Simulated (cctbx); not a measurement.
**What is wrong with this refinement?**

Cell a = 6.3030 Å, b = 9.0180 Å, c = 6.3080 Å, α = 90.00°, β = 90.00°, γ = 90.00°; space group Pnma (no. 62).

The data are simulated with cctbx, not measured: Ga Kα, λ = 1.3414 Å, to d = 0.83 Å, 80 % of the full sphere, strongest reflection 70000 counts, noise from counting, a 3 % proportional error and a noise floor of 8 counts (s.d.); no absorption, and some extinction, which the refinements don't model.

An anisotropic refinement with weights 1/σ² prints:

```text
Rint 0.027, 49 unique reflections to 1.63 A
cycle     R1     wR2    GooF  max shift (A)
   1  0.0192  0.0428   1.744   0.00513
   2  0.0063  0.0189   0.768   0.00000
final R1 0.0063 wR2 0.0189 GooF 0.768  parameters 21  data/parameter 2.3
atom        x        y        z      Ueq    occ   su(xyz)  su(Uiso or U11)
Sr1    0.49204  0.25000  0.53649   0.0171  1.000  0.00017  0.0015
Zn1    0.98598  0.25000  0.46402   0.0219  1.000  0.00025  0.0019
Zn2    0.23980  0.49100  0.26003   0.0157  1.000  0.00011  0.0019
difference map: max 0.10 min -0.09 rms 0.03
Q1    0.2436  0.2500  0.0490    4    0.10  1.53 A from Zn1
Q2    0.0457  0.0456  0.0803    8    0.07  1.70 A from Zn2
Q3    0.0582  0.5668  0.5958    8    0.06  1.72 A from Zn1
Q4    0.0000  0.0833  0.8125    8    0.04  1.78 A from Sr1
Q5    0.2356  0.1942  0.6557    8    0.04  1.85 A from Sr1
Q6    0.1250  0.1250  0.7500    8    0.03  1.48 A from Zn2
```

Q: Accept it or mend it, and why?

Mend it. The fault: data cut at low resolution. Against the right model at the same level, R1 goes from 0.0129 to 0.0063 and GooF from 0.98 to 0.77. The atoms are right, but there are too few data for the parameters: R1 flatters and the s.u.s grow. Data per parameter fall from 16.7 to 2.3.

The compound is SrZn3. The right model at the same level gives:

```text
Rint 0.026, 350 unique reflections to 0.83 A
cycle     R1     wR2    GooF  max shift (A)
   1  0.0233  0.0613   2.159   0.00315
   2  0.0129  0.0277   0.977   0.00000
final R1 0.0129 wR2 0.0277 GooF 0.977  parameters 21  data/parameter 16.7
atom        x        y        z      Ueq    occ   su(xyz)  su(Uiso or U11)
Sr1    0.49161  0.25000  0.53617   0.0164  1.000  0.00006  0.0002
Zn1    0.98701  0.25000  0.46413   0.0203  1.000  0.00010  0.0003
Zn2    0.23993  0.49124  0.25992   0.0147  1.000  0.00004  0.0002
difference map: max 0.59 min -0.49 rms 0.12
Q1    0.1167  0.2500  0.9053    4    0.60  0.87 A from Sr1
Q2    0.1179  0.6271  0.5322    8    0.35  1.29 A from Zn1
Q3    0.2290  0.1308  0.1874    8    0.33  1.19 A from Zn2
Q4    0.2437  0.1687  0.4903    8    0.33  1.75 A from Sr1
Q5    0.1301  0.7500  0.4086    4    0.33  1.09 A from Zn1
Q6    0.1317  0.0919  0.0187    8    0.32  1.71 A from Sr1
```

This is a model crystal, built by substitution and not relaxed, with assumed displacement parameters.

[Middle refinement cycles are left out of these outputs.]

[Logs are printed without paths, hosts, clocks, repeated set-up lines and the standing remarks that a program may print on its own settings, such as how far it seeks lower states.]
